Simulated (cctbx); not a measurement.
# Ba3V: solution and refinement

Cell a = 3.8930 Å, b = 3.8930 Å, c = 13.1140 Å, α = 90.00°, β = 90.00°, γ = 120.00°; space group P-6m2 (no. 187); content Ba3 V1.

The data are simulated with cctbx, not measured: synchrotron X-rays, λ = 0.4959 Å, to d = 0.84 Å, 50 % of the full sphere, strongest reflection 20000 counts, noise from counting, a 4 % proportional error and a noise floor of 15 counts (s.d.); no absorption.

Charge flipping in P1 on normalised amplitudes to 0.84 Å, δ = 1.1 σ, 20 % of the reflections treated as weak, 100 cycles:

```text
cycle      R  skewness
    0  0.500     0.23
    8  0.439     1.26
   16  0.435     1.26
   24  0.427     1.53
   32  0.422     1.45
   40  0.413     2.43
   48  0.404     3.91
   56  0.408     3.70
   64  0.403     3.74
   72  0.374     3.66
   80  0.380     3.57
   88  0.376     3.28
   96  0.405     3.56
origin shift          correlation  skewness
 0.181  0.594  0.434      0.861      2.02
 0.179  0.593  0.185      0.856      2.53
 0.139  0.730  0.108      0.858      2.73
 0.138  0.730  0.359      0.856      2.69
taken: symmetry correlation 0.858, skewness 2.73
peak      x       y       z  mult  height/sigma
Q1    0.0000  0.0000  0.0000    1     13.3
Q2    0.0000  0.0000  0.5000    1      9.4
Q3    0.6667  0.3333  0.2582    2      4.6
Q4    0.3333  0.6667  0.2663    2      4.5
Q5    0.5677  0.1355  0.0430    6      2.6
Q6    0.6667  0.3333  0.4494    2      2.4
Q7    0.2113  0.4226  0.5000    3      2.1
Q8    0.1910  0.0955  0.3679    6      1.6
```

The origin is taken among those within 0.04 of the best correlation, by the skewness of the map.

It took 0.41 s on 1 thread of Arm Neoverse N1, on a shared host, peak memory 0.07 GiB.

**Question.** Which peaks are atoms, and which elements?

Heights follow Z only loosely here, so the multiplicities, which must add up to the content, decide. First model: Q1 = Ba1 (1 in the cell, height 13.3), Q2 = V1 (1 in the cell, height 9.4) and Q3 = Ba2 (2 in the cell, height 4.6). Against the true structure, Q1 is Ba, Q2 is V and Q3 is Ba; the other peaks are not atoms.

Least squares on F², isotropic:

```text
Rint 0.034, 159 unique reflections to 0.84 A
cycle     R1     wR2    GooF  max shift (A)
   1  0.1140  0.2816   8.806   0.04886
   2  0.0127  0.0296   0.925   0.00000
final R1 0.0127 wR2 0.0296 GooF 0.925  parameters 4  data/parameter 39.8
atom        x        y        z      Ueq    occ   su(xyz)  su(Uiso or U11)
Ba1    0.00000  0.00000  0.00000   0.0120  1.000  0.00000  0.0002
V1     0.00000  0.00000  0.50000   0.0193  1.000  0.00000  0.0005
Ba2    0.66667  0.33333  0.25447   0.0096  1.000  0.00004  0.0002
difference map: max 0.87 min -0.57 rms 0.14
Q1    0.3333  0.6667  0.0463    2    0.92  2.33 A from Ba1
Q2    0.3333  0.6667  0.5000    1    0.71  2.25 A from V1
Q3    0.6667  0.3333  0.3916    2    0.68  1.80 A from Ba2
Q4    0.6667  0.3333  0.0649    2    0.60  2.40 A from Ba1
Q5    0.0000  0.0000  0.1657    2    0.59  2.17 A from Ba1
```

Anisotropic refinement:

```text
Rint 0.034, 159 unique reflections to 0.84 A
cycle     R1     wR2    GooF  max shift (A)
   1  0.0127  0.0296   0.935   0.00018
   2  0.0123  0.0282   0.890   0.00000
final R1 0.0123 wR2 0.0282 GooF 0.890  parameters 7  data/parameter 22.7
atom        x        y        z      Ueq    occ   su(xyz)  su(Uiso or U11)
Ba1    0.00000  0.00000  0.00000   0.0121  1.000  0.00000  0.0002
V1     0.00000  0.00000  0.50000   0.0192  1.000  0.00000  0.0006
Ba2    0.66667  0.33333  0.25448   0.0096  1.000  0.00005  0.0002
Flack x: 0.7(4)
Hooft y: 0.777(410)  Bijvoet pairs: 61
difference map: max 0.66 min -0.60 rms 0.14
Q1    0.3333  0.6667  0.0529    2    0.71  2.35 A from Ba1
Q2    0.3333  0.6667  0.5000    1    0.68  2.25 A from V1
Q3    0.6667  0.3333  0.3914    2    0.67  1.80 A from Ba2
Q4    0.6667  0.3333  0.0687    2    0.66  2.42 A from Ba1
Q5    0.0000  0.0000  0.1645    2    0.55  2.16 A from Ba1
Q6    0.3333  0.6667  0.2486    2    0.45  2.25 A from Ba2
```

**Reading.** The refinement ends at R1 = 0.0123, wR2 = 0.0282, GooF = 0.89, with difference density between -0.60 and 0.66 e/Å³. Every site matches the true model in element, within 0.001 Å r.m.s., up to an allowed shift of origin or inversion. Flack x = 0.70 with s.u. 0.4: the s.u. is too large to fix the absolute structure.

True model:

```csv
atom,mult.,x,y,z,Ueq (Å²)
Ba1,2,2/3,1/3,0.2545,0.0099
Ba2,1,0,0,0,0.0122
V1,1,0,0,1/2,0.0188
```

This is a model crystal, built by substitution and not relaxed, with assumed displacement parameters.

[Middle refinement cycles are left out of these outputs.]

[Logs are printed without paths, hosts, clocks, repeated set-up lines and the standing remarks that a program may print on its own settings, such as how far it seeks lower states.]
